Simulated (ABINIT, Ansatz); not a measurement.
Computed results, one entry a study.

```
A GW chain in ABINIT: Ba2H6Os (Fm-3m)
1.0
     0.00000    4.04621    4.04621
     4.04621    0.00000    4.04621
     4.04621    4.04621    0.00000
Ba H Os
2 6 1
Direct
  0.75000 0.75000 0.75000
  0.25000 0.25000 0.25000
  0.78592 0.78592 0.21408
  0.21408 0.78592 0.21408
  0.78592 0.21408 0.21408
  0.21408 0.21408 0.78592
  0.78592 0.21408 0.78592
  0.21408 0.78592 0.78592
  0.00000 0.00000 0.00000
# method: RPA screening on LDA, plane waves, norm-conserving pseudopotentials (and 2 further levels or steps)
# program: ABINIT 10.8.3
# settings: cutoff 33 Ha, PseudoDojo scalar-relativistic 0.4.1 standard, norm-conserving, ngkpt (2, 2, 2), nband 85, ecuteps 3.6 Ha, inclvkb 2, shiftk (0, 0, 0), symchi 1, awtr 1, frequency ppm, 2×2×2 k-mesh
# cost: 4 runs, 86 s in all on 4 MPI ranks of Arm Neoverse V1, shared host
# notes: The program’s warnings: nproc spkpt=  >= nkpt= * nsppol=. The cell and positions are those that the Materials Project relaxed with its own functionals (PBE, PBE+U or r2SCAN), kept fixed. Limits: no spin polarisation; d states lean on the start; no spin-orbit coupling. The 2×2×2 mesh is coarse for this cell, which bears on the long-range parts of exchange and screening. The runs have no spin polarisation. For a closed low-spin shell that is the natural state; where a d or f shell is open it is a constraint, and the gap is then not the crystal’s own.
# LDA gap: 1.78 eV, indirect
# G0W0 gap on the mesh: 2.58 eV
# GW settings: 2×2×2 mesh, 85 bands, screening to 98 eV, Godby-Needs plasmon pole
# known limits: short of the basis limit; no spin polarisation; d states lean on the start; no spin-orbit coupling; coarse k mesh
```

[Long decimals in the printed logs are rounded to 6 places.]

[Logs are printed without paths, hosts, clocks, repeated set-up lines and the standing remarks that a program may print on its own settings, such as how far it seeks lower states.]

[Paths, hosts, dates, memory and timing lines, banners, echoed tables and standing remarks are left out of the program output; an Ansatz launch command may be rebuilt from the run's recorded settings. Measured values are a selection of at most five: reports struck by readers or far from the other reports are left out. None is set beside runs whose start may be inverted or whose files or cutoffs have a known fault.]

[Runs of the session that timed out or met a known fault of the program may be left out.]

[Hosts, paths, dates, database ids (printed as entryN), source tags and the programs' standing remarks are cut or masked in the printed files.]

[G0W0 gaps are taken among the corrected bands and points alone; a level outside them can change the order at an edge.]

[Where Ansatz stands beside ABINIT at settings called matched, ABINIT's density can come from a denser mesh and the files from another edition; pairs whose starting gaps differed by over 0.03 eV were left out, so agreement reads better than it is.]
